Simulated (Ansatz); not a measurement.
# Glassy CaAl2Si2O8 (117 atoms): where an added charge goes, part 3 of 4

Aim: add and remove one electron in glassy CaAl2Si2O8 (117 atoms), with atoms held and relaxed, and read trapping energy and localisation.

Ansatz 0.2.0; Kohn-Sham DFT, PBE, PAW (set soft_2), plane waves.

The cell: 18 Al, 9 Ca, 72 O and 18 Si. The quench rate of 20 K/ps is orders of magnitude faster than experiment. The network of bonds at the start is that of the classical potential that made the cell. Only the Γ point is sampled, in a cell whose shortest periodic width is 12 Å.

So far. Step 2 (Single point at the start): The r.m.s. force at the start is 1.2 eV/Å. Step 3 (Relaxation): The relaxation converged after 43 steps, 8.82 eV below its start, with a largest force component of 0.041 eV/Å.

## 5. An extra electron, atoms held

The electron count changes by one with the atoms held: a vertical process, on a uniform background, with spin and a narrow Fermi–Dirac smearing. Its energy against the neutral cell hangs on the program's zero of potential.

input.yaml reads:

```yaml
crystal:
  lattice:
    - [11.5363, 0.0, 0.0]
    - [0.0, 11.5363, 0.0]
    - [0.0, 0.0, 11.5363]
  atoms:
    [... the 117 atom lines of step 4 ...]
total_charge: -1
kpoints:
  mp_grid: { grid: [1, 1, 1] }
hamiltonian:
  xc: pbe
scf:
  occupations: { method: fermi_dirac, width: 0.01 }
  lower_state_search: "off"
output:
  forces: true
  stress: true
  populations: true
  dos:
    method: { smearing: { sigma: 0.08 } }
    de: 0.1
    projected: { site_lists: { Al: [Al], Ca: [Ca], O: [O], Si: [Si] } }
  eigenvalues: true
  write_density: true
  write_potential: true
  volumetric_format: npy
magnetization:
  spin_polarized: true
  initial_magnetization: 1
```

Command:

```
$ ansatz run input.yaml --threads 4 --pin off --max-ram 8192MiB --backend cpu --events-out ev --progress --plain --runs-dir out
```

Numbers of over 12 decimals in the logs are rounded to 6 here.

The log of the run:

```text
[...]
Crystal: 117 atoms, lattice volume = 1535.323 Å³
Basis set: ecut = 420 eV, 30047 PW (Γ), exchange–correlation on 160×160×160 points (8 copies of the dense FFT grid, shifted against one another)
Bands: 442, of which v1, the nominal top of the filled ones, is band 325 counted from 1 (324 counted from 0)
Symmetry: 1 space group operations
[...]
k-points: 1
[...]
Starting moments: Σ|m| = 1 μB on 117 of 117 sites
[...]
SCF iter   1: F=—  HF=-78544.845409 eV  |F-HF|=—  |Δ(HF+E_count)|=         —  Δρ=5.14e-2 (↑5.03e-2 ↓5.14e-2)  dr2=2.53e2  dr2_m=5.50e-1  M=1.000 μB ∫|m|=1.049 μB  β_m=1.00  ethr=3.10e-3  ⟨swp⟩=9.0  Hψ=4604  notcnv=0  defer=136
[...]
spin=Collinear: Resta preconditioning applied to the charge; magnetization (m = ρ↑ − ρ↓) channel mixes plain (no charge-response kernel on spin).
SCF iter   2: F=—  HF=-78497.021272 eV  |F-HF|=—  |Δ(HF+E_count)|=         —  Δρ=2.93e-2 (↑2.73e-2 ↓2.93e-2)  dr2=8.13e1  dr2_m=4.34e-1  M=0.044 μB ∫|m|=0.228 μB  β_m=0.30  ethr=3.10e-3  ⟨swp⟩=3.0  Hψ=1687  notcnv=0  defer=216
[...]
spin=Collinear: Kerker preconditioning applied to the charge; magnetization (m = ρ↑ − ρ↓) channel mixes plain (no charge-response kernel on spin).
SCF iter   3: F=—  HF=-78487.126511 eV  |F-HF|=—  |Δ(HF+E_count)|=    9.89e0  Δρ=2.08e-2 (↑1.99e-2 ↓2.08e-2)  dr2=4.81e1  dr2_m=2.25e-1  M=0.122 μB ∫|m|=0.248 μB  β_m=0.30  ethr=3.10e-3  ⟨swp⟩=3.0  Hψ=1680  notcnv=0  defer=218
SCF iter   4: F=—  HF=-78477.317536 eV  |F-HF|=—  |Δ(HF+E_count)|=    9.81e0  Δρ=1.09e-2 (↑1.09e-2 ↓9.99e-3)  dr2=1.47e1  dr2_m=1.19e-1  M=0.129 μB ∫|m|=0.225 μB  β_m=0.30  ethr=3.10e-3  ⟨swp⟩=4.0  Hψ=2029  notcnv=0  defer=224
[...]
SCF iter   8: F=—  HF=-78473.321190 eV  |F-HF|=—  |Δ(HF+E_count)|=   4.46e-2  Δρ=2.30e-3 (↑2.30e-3 ↓2.26e-3)  dr2=7.37e-1  dr2_m=1.04e-2  M=0.060 μB ∫|m|=0.093 μB  β_m=0.30  ethr=1.57e-4  ⟨swp⟩=3.0  Hψ=702  notcnv=0  defer=216
[...]
spin-set hold released at iteration 8 (site moments contracting): the magnetisation degrees of freedom join the quasi-Newton model from the next iteration; the mixer history was flushed
SCF iter   9: F=—  HF=-78473.324560 eV  |F-HF|=—  |Δ(HF+E_count)|=   3.37e-3  Δρ=1.74e-3 (↑1.74e-3 ↓1.74e-3)  dr2=6.21e-1  dr2_m=5.76e-3  M=0.057 μB ∫|m|=0.082 μB  β_m=0.65  ethr=1.14e-4  ⟨swp⟩=2.0  Hψ=686  notcnv=0  defer=216
SCF iter  10: F=—  HF=-78473.322435 eV  |F-HF|=—  |Δ(HF+E_count)|=   2.13e-3  Δρ=5.87e-4 (↑5.70e-4 ↓5.87e-4)  dr2=2.95e-1  dr2_m=4.47e-5  M=0.040 μB ∫|m|=0.043 μB  β_m=0.82  ethr=9.57e-5  ⟨swp⟩=6.0  Hψ=1344  notcnv=0  defer=216
[...]
SCF iter  25: F=—  HF=-78473.240760 eV  |F-HF|=—  |Δ(HF+E_count)|=   5.04e-8  Δρ=7.70e-7 (↑7.70e-7 ↓7.48e-7)  dr2=1.65e-7  dr2_m=3.78e-11  M=0.001 μB ∫|m|=0.001 μB  β_m=0.87  ethr=5.69e-11  ⟨swp⟩=2.0  Hψ=1128  notcnv=0  defer=216
SCF iter  26: F=-78473.240760 eV  HF=-78473.240760 eV  |F-HF|=3.97e-8  |Δ(HF+E_count)|=   2.98e-8  Δρ=4.63e-7 (↑4.63e-7 ↓4.48e-7)  dr2=5.42e-8  dr2_m=6.24e-11  M=0.000 μB ∫|m|=0.000 μB  ethr=1.54e-11  ⟨swp⟩=21.0  Hψ=8063  notcnv=0
WARN: the starting moments were not kept: the SCF closed with an absolute magnetisation of 4.4e-4 μB, where they sum to 1 μB in size (117 sites). That is at most 0.1 of that sum. Measured as dr2_m measures the in/out step, that magnetisation stands 6.5e-10 eV from none, [...]
SCF 1 converged in 26 iterations: F = -78473.240760 eV  dr2 = 5.42e-8
[...]
SCF converged after 26 iterations
Magnetization: 0.0004 μB (324.5002 up, 324.4998 down)
Absolute magnetization: 0.0004 μB (∫|ρ↑−ρ↓|, with the PAW one-centre terms)
[...]
Per-site moments (μB) at R_I (Å): [(6.490831494284903e-7, 0.715230), (3.711102675288564e-7, 0.701004), (3.667229669210861e-7, 0.736182), (2.361886276597867e-7, 0.703674), (3.9327278453875394e-7, 0.705917), [...]
Free energy (F): -78473.240760 eV
[...]
Internal energy: -78473.226897 eV  (E = F + TS)
E sigma→0 (E₀):  -78473.233829 eV
Entropy (-TS):   -0.013863 eV (-0.118 meV/atom)
Fermi energy:    8.030999 eV
[...]
Σ components = -78473.240760   (vs F -78473.240760, Δ=0.00e0)
--- Forces (eV/Å), atoms counted from 1 ---
  atom   1  Al    -0.03983310    -0.00670650    -0.07657370
  atom   2  Al     0.02175264     0.00061698    -0.05254164
  atom   3  Al     0.01812753    -0.04901803     0.01770166
  atom   4  Al    -0.02651372     0.00306287     0.05876305
[...]
atom 117  Si    -0.00002647     0.01797061     0.00136252
  max |Σ_I F_I| component: 1.02e-4 eV/Å
--- Stress (GPa, compression-positive) ---
        1.129001      -1.432856       1.849507
       -1.432857       0.775066       0.854663
        1.849508       0.854674       1.607539
  P = ⅓ Tr σ = 1.1705 GPa (11.705 kbar)
--- Band table (eV) ---
[...]
--- Löwdin populations: 117 sites ---
  site symbol       q [e]    m [muB]
     0     Al      1.6930     0.0000
     1     Al      1.7075     0.0000
     2     Al      1.6914     0.0000
[...]
116     Si      2.2690     0.0000
  spilling = 0.012202 (of n_electrons = 649.000000)
```

The job ended after 90 s (4 threads of Arm Neoverse V2, shared host; peak memory 3.6 GiB).

The program notes that starting moments were not kept.

An extra electron, atoms held: the energy stands 8.03 eV above that of the reference. An odd electron should give 1 μB; this run ended with the carrier shared between both spins.

The levels nearest the highest filled one (over half full), pooled over k-points and spins:

```tsv
level less the highest filled one (eV)	occupation
-3.86	1
-3.86	1
0	0.5
0	0.5
1.38	0
1.38	0
1.48	0
1.48	0
```

## 6. An extra electron, atoms relaxed

The atoms now respond to the charge; the energy gained comes from screening by the atoms, from trapping if the charge localises, and from any strain left in the reference.

input.yaml, the sections that differ from step 5:

```yaml
output:
  forces: true
relax:
  f_tol: 0.05
  max_steps: 90
# crystal, total_charge, kpoints, hamiltonian, scf, magnetization: as in step 5
```

The log of the run:

```text
[...]
Crystal: 117 atoms, lattice volume = 1535.323 Å³
Basis set: ecut = 420 eV, 30047 PW (Γ), exchange–correlation on 160×160×160 points (8 copies of the dense FFT grid, shifted against one another)
Bands: 442, of which v1, the nominal top of the filled ones, is band 325 counted from 1 (324 counted from 0)
Symmetry: 1 space group operations
[...]
k-points: 1
[...]
Starting moments: Σ|m| = 1 μB on 117 of 117 sites
[...]
SCF iter   1: F=—  HF=-78544.845410 eV  |F-HF|=—  |Δ(HF+E_count)|=         —  Δρ=5.14e-2 (↑5.03e-2 ↓5.14e-2)  dr2=2.53e2  dr2_m=5.50e-1  M=1.000 μB ∫|m|=1.049 μB  β_m=1.00  ethr=3.10e-3  ⟨swp⟩=9.0  Hψ=4604  notcnv=0  defer=136
[...]
SCF iter   4: F=—  HF=-78477.317543 eV  |F-HF|=—  |Δ(HF+E_count)|=    9.81e0  Δρ=1.09e-2 (↑1.09e-2 ↓9.99e-3)  dr2=1.47e1  dr2_m=1.19e-1  M=0.129 μB ∫|m|=0.225 μB  β_m=0.30  ethr=3.10e-3  ⟨swp⟩=4.0  Hψ=2029  notcnv=0  defer=224
[...]
SCF iter   8: F=—  HF=-78473.321186 eV  |F-HF|=—  |Δ(HF+E_count)|=   4.46e-2  Δρ=2.30e-3 (↑2.30e-3 ↓2.26e-3)  dr2=7.37e-1  dr2_m=1.04e-2  M=0.060 μB ∫|m|=0.093 μB  β_m=0.30  ethr=1.57e-4  ⟨swp⟩=3.0  Hψ=702  notcnv=0  defer=216
[...]
SCF iter  10: F=—  HF=-78473.322457 eV  |F-HF|=—  |Δ(HF+E_count)|=   2.09e-3  Δρ=5.87e-4 (↑5.70e-4 ↓5.87e-4)  dr2=2.95e-1  dr2_m=4.47e-5  M=0.040 μB ∫|m|=0.043 μB  β_m=0.82  ethr=9.57e-5  ⟨swp⟩=6.0  Hψ=1344  notcnv=0  defer=216
[...]
SCF iter  18: F=—  HF=-78473.240754 eV  |F-HF|=—  |Δ(HF+E_count)|=   9.63e-5  Δρ=1.79e-5 (↑1.75e-5 ↓1.79e-5)  dr2=6.86e-5  dr2_m=1.22e-7  M=0.003 μB ∫|m|=0.003 μB  β_m=0.92  ethr=6.07e-8  ⟨swp⟩=2.0  Hψ=1124  notcnv=0  defer=216
SCF iter  19: F=-78473.240753 eV  HF=-78473.240761 eV  |F-HF|=8.53e-6  |Δ(HF+E_count)|=   7.31e-6  Δρ=1.35e-5 (↑1.30e-5 ↓1.35e-5)  dr2=1.54e-5  dr2_m=2.44e-8  M=0.002 μB ∫|m|=0.002 μB  ethr=9.63e-9  ⟨swp⟩=3.0  Hψ=1988  notcnv=0
[...]
SCF 1 converged in 19 iterations: F = -78473.240753 eV  dr2 = 1.54e-5
[...]
relax step   1: F+E_penalty+E_count = -78473.24075256 eV  Δ(F+E_penalty+E_count) = +0.000e0 eV  max|allowed force component| = 1.260e-1 eV/Å  Δτ_max = 0.0000 Å  (19 SCF iters, dr2 threshold 6.25e-5 eV, accepted)
[...]
relax step   2: F+E_penalty+E_count = -78473.24803792 eV  Δ(F+E_penalty+E_count) = -7.285e-3 eV  max|allowed force component| = 7.647e-2 eV/Å  Δτ_max = 0.0177 Å  (13 SCF iters, accepted)
[...]
relax step   3: F+E_penalty+E_count = -78473.25036725 eV  Δ(F+E_penalty+E_count) = -2.329e-3 eV  max|allowed force component| = 3.583e-2 eV/Å  Δτ_max = 0.0062 Å  (11 SCF iters, accepted)
SCF converged after 11 iterations
Magnetization: 0.0001 μB (324.5000 up, 324.5000 down)
Absolute magnetization: 0.0001 μB (∫|ρ↑−ρ↓|, with the PAW one-centre terms)
[...]
Per-site moments (μB) at R_I (Å): [(1.2471704030671127e-7, 0.715822), (7.161925037459289e-8, 0.701257), (7.764600109269405e-8, 0.736048), (4.5508332113630634e-8, 0.703982), (7.647938854672145e-8, 0.706188), [...]
Free energy (F): -78473.250367 eV
[...]
Internal energy: -78473.236504 eV  (E = F + TS)
E sigma→0 (E₀):  -78473.243436 eV
Entropy (-TS):   -0.013863 eV (-0.118 meV/atom)
Fermi energy:    8.014420 eV
[...]
Σ components = -78473.250367   (vs F -78473.250367, Δ=0.00e0)
--- Forces (eV/Å), atoms counted from 1 ---
  atom   1  Al    -0.00485996    -0.00248826    -0.00386872
  atom   2  Al    -0.00226198     0.00299048    -0.00162096
  atom   3  Al     0.00563307     0.00349627     0.00462697
  atom   4  Al     0.01414923    -0.01851953     0.00068630
[...]
atom 117  Si    -0.00194843    -0.01341961     0.01292072
  max |Σ_I F_I| component: 7.47e-5 eV/Å
--- Relaxed structure (3 steps of the walk, 3 accepted, 0 SCFs on fresh bases) ---
  F+E_penalty+E_count = -78473.25036725 eV   max|allowed force component| = 3.583e-2 eV/Å
  atoms:
    - { symbol: Al, position: [0.340369, 0.986580, 0.950157] }
    - { symbol: Al, position: [0.836254, 0.968131, 0.066810] }
    - { symbol: Al, position: [0.610980, 0.851943, 0.410267] }
    - { symbol: Al, position: [0.312992, 0.230269, 0.302364] }
[...]
- { symbol: Si, position: [0.957776, 0.310875, 0.645038] }
```

Run time: 2 min. Hardware: 4 threads; peak memory 3.5 GiB.

The relaxation converged after 3 steps, 0.00961 eV below its start, with a largest force component of 0.036 eV/Å.

An extra electron, atoms relaxed: the energy stands 8.02 eV above that of the reference. An odd electron should give 1 μB; this run ended with the carrier shared between both spins.

## 7. An extra electron, levels at the relaxed geometry

A single point at the new geometry gives levels and spin density.

input.yaml reads:

```yaml
crystal:
  lattice:
    - [11.5363, 0.0, 0.0]
    - [0.0, 11.5363, 0.0]
    - [0.0, 0.0, 11.5363]
  atoms:
    - { symbol: Al, position: [0.34037, 0.98658, 0.95016] }
    - { symbol: Al, position: [0.83625, 0.96813, 0.06681] }
    - { symbol: Al, position: [0.61098, 0.85194, 0.41027] }
    - { symbol: Al, position: [0.31299, 0.23027, 0.30236] }
    - { symbol: Al, position: [0.96952, 0.51461, 0.30177] }
    - { symbol: Al, position: [0.81763, 0.98574, 0.49865] }
    [... 105 atom lines left out ...]
    - { symbol: Si, position: [0.90306, 0.57259, 0.57525] }
    - { symbol: Si, position: [0.47162, 0.81838, 0.09029] }
    - { symbol: Si, position: [0.83442, 0.90951, 0.7697] }
    - { symbol: Si, position: [0.07674, 0.67063, 0.09712] }
    - { symbol: Si, position: [0.72967, 0.74099, 0.09557] }
    - { symbol: Si, position: [0.95778, 0.31087, 0.64504] }
total_charge: -1
kpoints:
  mp_grid: { grid: [1, 1, 1] }
hamiltonian:
  xc: pbe
scf:
  occupations: { method: fermi_dirac, width: 0.01 }
  lower_state_search: "off"
output:
  forces: true
  stress: true
  populations: true
  dos:
    method: { smearing: { sigma: 0.08 } }
    de: 0.1
    projected: { site_lists: { Al: [Al], Ca: [Ca], O: [O], Si: [Si] } }
  eigenvalues: true
  write_density: true
  write_potential: true
  volumetric_format: npy
magnetization:
  spin_polarized: true
  initial_magnetization: 1
```

The log of the run:

```text
[...]
Crystal: 117 atoms, lattice volume = 1535.323 Å³
Basis set: ecut = 420 eV, 30047 PW (Γ), exchange–correlation on 160×160×160 points (8 copies of the dense FFT grid, shifted against one another)
Bands: 442, of which v1, the nominal top of the filled ones, is band 325 counted from 1 (324 counted from 0)
Symmetry: 1 space group operations
[...]
k-points: 1
[...]
Starting moments: Σ|m| = 1 μB on 117 of 117 sites
[...]
SCF iter   1: F=—  HF=-78544.707951 eV  |F-HF|=—  |Δ(HF+E_count)|=         —  Δρ=5.13e-2 (↑5.02e-2 ↓5.13e-2)  dr2=2.53e2  dr2_m=5.44e-1  M=1.000 μB ∫|m|=1.048 μB  β_m=1.00  ethr=3.10e-3  ⟨swp⟩=9.0  Hψ=4604  notcnv=0  defer=136
[...]
SCF iter   4: F=—  HF=-78477.326009 eV  |F-HF|=—  |Δ(HF+E_count)|=    9.74e0  Δρ=1.09e-2 (↑1.09e-2 ↓1.00e-2)  dr2=1.47e1  dr2_m=1.19e-1  M=0.152 μB ∫|m|=0.268 μB  β_m=0.30  ethr=3.10e-3  ⟨swp⟩=4.0  Hψ=2027  notcnv=0  defer=224
[...]
SCF iter   8: F=—  HF=-78473.330364 eV  |F-HF|=—  |Δ(HF+E_count)|=   3.99e-2  Δρ=2.32e-3 (↑2.32e-3 ↓2.28e-3)  dr2=7.37e-1  dr2_m=1.03e-2  M=0.079 μB ∫|m|=0.110 μB  β_m=0.30  ethr=1.55e-4  ⟨swp⟩=3.0  Hψ=702  notcnv=0  defer=216
[...]
SCF iter  10: F=—  HF=-78473.331711 eV  |F-HF|=—  |Δ(HF+E_count)|=   1.59e-3  Δρ=5.87e-4 (↑5.73e-4 ↓5.87e-4)  dr2=2.96e-1  dr2_m=3.66e-5  M=0.061 μB ∫|m|=0.065 μB  β_m=0.82  ethr=9.54e-5  ⟨swp⟩=6.0  Hψ=1343  notcnv=0  defer=216
[...]
SCF iter  25: F=—  HF=-78473.250365 eV  |F-HF|=—  |Δ(HF+E_count)|=   3.52e-8  Δρ=7.10e-7 (↑7.10e-7 ↓6.77e-7)  dr2=1.46e-7  dr2_m=3.85e-10  M=0.004 μB ∫|m|=0.004 μB  β_m=0.91  ethr=5.03e-11  ⟨swp⟩=2.0  Hψ=1128  notcnv=0  defer=216
SCF iter  26: F=-78473.250365 eV  HF=-78473.250365 eV  |F-HF|=4.12e-8  |Δ(HF+E_count)|=   1.73e-8  Δρ=5.02e-7 (↑5.02e-7 ↓4.95e-7)  dr2=5.43e-8  dr2_m=2.88e-10  M=0.003 μB ∫|m|=0.003 μB  ethr=1.54e-11  ⟨swp⟩=21.0  Hψ=8106  notcnv=0
[...]
SCF 1 converged in 26 iterations: F = -78473.250365 eV  dr2 = 5.43e-8
[...]
SCF converged after 26 iterations
Magnetization: 0.0033 μB (324.5017 up, 324.4983 down)
Absolute magnetization: 0.0035 μB (∫|ρ↑−ρ↓|, with the PAW one-centre terms)
[...]
Per-site moments (μB) at R_I (Å): [(5.038180264498055e-6, 0.715799), (2.8759453074259957e-6, 0.701260), (3.101688076005542e-6, 0.736070), (1.8350894449175629e-6, 0.703980), (3.099624078700791e-6, 0.706152), [...]
Free energy (F): -78473.250365 eV
[...]
Internal energy: -78473.236502 eV  (E = F + TS)
E sigma→0 (E₀):  -78473.243433 eV
Entropy (-TS):   -0.013863 eV (-0.118 meV/atom)
Fermi energy:    8.014417 eV
[...]
Σ components = -78473.250365   (vs F -78473.250365, Δ=0.00e0)
--- Forces (eV/Å), atoms counted from 1 ---
  atom   1  Al    -0.00473274    -0.00331443    -0.00544583
  atom   2  Al    -0.00225320     0.00347299    -0.00145198
  atom   3  Al     0.00553122     0.00467740     0.00488253
  atom   4  Al     0.01409287    -0.01795457     0.00255419
[...]
atom 117  Si    -0.00220318    -0.00979862     0.01277734
  max |Σ_I F_I| component: 1.25e-4 eV/Å
--- Stress (GPa, compression-positive) ---
        0.981843      -1.415650       1.854133
       -1.415652       0.650974       0.849902
        1.854134       0.849912       1.463743
  P = ⅓ Tr σ = 1.0322 GPa (10.322 kbar)
--- Band table (eV) ---
[...]
--- Löwdin populations: 117 sites ---
  site symbol       q [e]    m [muB]
     0     Al      1.6934     0.0000
     1     Al      1.7075     0.0000
     2     Al      1.6912     0.0000
[...]
116     Si      2.2701     0.0000
  spilling = 0.012200 (of n_electrons = 649.000000)
```

Elapsed: 92 s, on 4 threads; peak memory 3.6 GiB; 6.1 min of CPU time.

An extra electron, levels at the relaxed geometry: the energy stands 8.02 eV above that of the reference. An odd electron should give 1 μB; this run ended with the carrier shared between both spins.

The levels nearest the highest filled one (over half full), pooled over k-points and spins:

```tsv
level less the highest filled one (eV)	occupation
-3.88	1
-3.84	1
-3.84	1
0	0.502
1.0e-4	0.498
1.36	0
1.36	0
1.46	0
```

## 8. Neutral at the geometry of the electron

The neutral cell at the new geometry gives the energy of that geometry without the charge.

input.yaml reads:

```yaml
crystal:
  lattice:
    - [11.5363, 0.0, 0.0]
    - [0.0, 11.5363, 0.0]
    - [0.0, 0.0, 11.5363]
  atoms:
    [... the 117 atom lines of step 7 ...]
kpoints:
  mp_grid: { grid: [1, 1, 1] }
hamiltonian:
  xc: pbe
scf:
  occupations: { method: fixed }
output:
  forces: true
  stress: true
  populations: true
  dos:
    method: { smearing: { sigma: 0.08 } }
    de: 0.1
    projected: { site_lists: { Al: [Al], Ca: [Ca], O: [O], Si: [Si] } }
  eigenvalues: true
```

The log of the run:

```text
[...]
Crystal: 117 atoms, lattice volume = 1535.323 Å³
Basis set: ecut = 420 eV, 30047 PW (Γ), exchange–correlation on 160×160×160 points (8 copies of the dense FFT grid, shifted against one another)
Bands: 441, of which v1, the nominal top of the filled ones, is band 324 counted from 1 (323 counted from 0)
Symmetry: 1 space group operations
[...]
k-points: 1
[...]
SCF iter   1: F=—  HF=-78481.286498 eV  |F-HF|=—  |Δ(HF+E_count)|=         —  Δρ=1.89e-3  dr2=5.32e-2  ethr=1.77e-3  ⟨swp⟩=6.0  Hψ=1893  notcnv=0  defer=113
[...]
SCF iter   8: F=—  HF=-78481.266271 eV  |F-HF|=—  |Δ(HF+E_count)|=   9.10e-7  Δρ=5.30e-6  dr2=3.86e-7  ethr=1.88e-10  ⟨swp⟩=2.0  Hψ=617  notcnv=0  defer=114
SCF iter   9: F=-78481.266271 eV  HF=-78481.266271 eV  |F-HF|=1.58e-8  |Δ(HF+E_count)|=   9.51e-8  Δρ=1.29e-6  dr2=2.56e-8  ethr=1.54e-11  ⟨swp⟩=18.0  Hψ=3311  notcnv=0
SCF 1 converged in 9 iterations: F = -78481.266271 eV  dr2 = 2.56e-8
[...]
SCF converged after 9 iterations
Free energy (F): -78481.266271 eV
[...]
Internal energy: -78481.266271 eV  (E = F + TS)
E sigma→0 (E₀):  -78481.266271 eV
Fermi energy:    4.217129 eV
[...]
Σ components = -78481.266271   (vs F -78481.266271, Δ=0.00e0)
--- Forces (eV/Å), atoms counted from 1 ---
  atom   1  Al     0.04403803    -0.01942182     0.06842649
  atom   2  Al    -0.02419722     0.00186662     0.05686217
  atom   3  Al    -0.00642775     0.04498614    -0.01662043
  atom   4  Al     0.05539935    -0.02693737    -0.03564770
[...]
atom 117  Si    -0.00797242    -0.03969430     0.00821815
  max |Σ_I F_I| component: 2.91e-5 eV/Å
--- Stress (GPa, compression-positive) ---
        0.838777      -1.443748       1.915042
       -1.443749       0.481198       0.884165
        1.915043       0.884176       1.284019
  P = ⅓ Tr σ = 0.8680 GPa (8.680 kbar)
--- Band table (eV) ---
[...]
--- Löwdin populations: 117 sites ---
  site symbol       q [e]
     0     Al      1.6800
     1     Al      1.6955
     2     Al      1.6808
[...]
116     Si      2.2606
  spilling = 0.012129 (of n_electrons = 648.000000)
```

The job ended after 27 s (4 threads; peak memory 2.1 GiB; 1.8 min of CPU time).

Neutral at the geometry of the electron: the energy stands 0.00791 eV above that of the reference.

(Part 3 of 4 ends here.)

[Logs are printed without paths, hosts, clocks, repeated set-up lines and the standing remarks that a program may print on its own settings, such as how far it seeks lower states.]

[Hosts, paths, dates, database ids (printed as entryN), source tags and the programs' standing remarks are cut or masked in the printed files.]
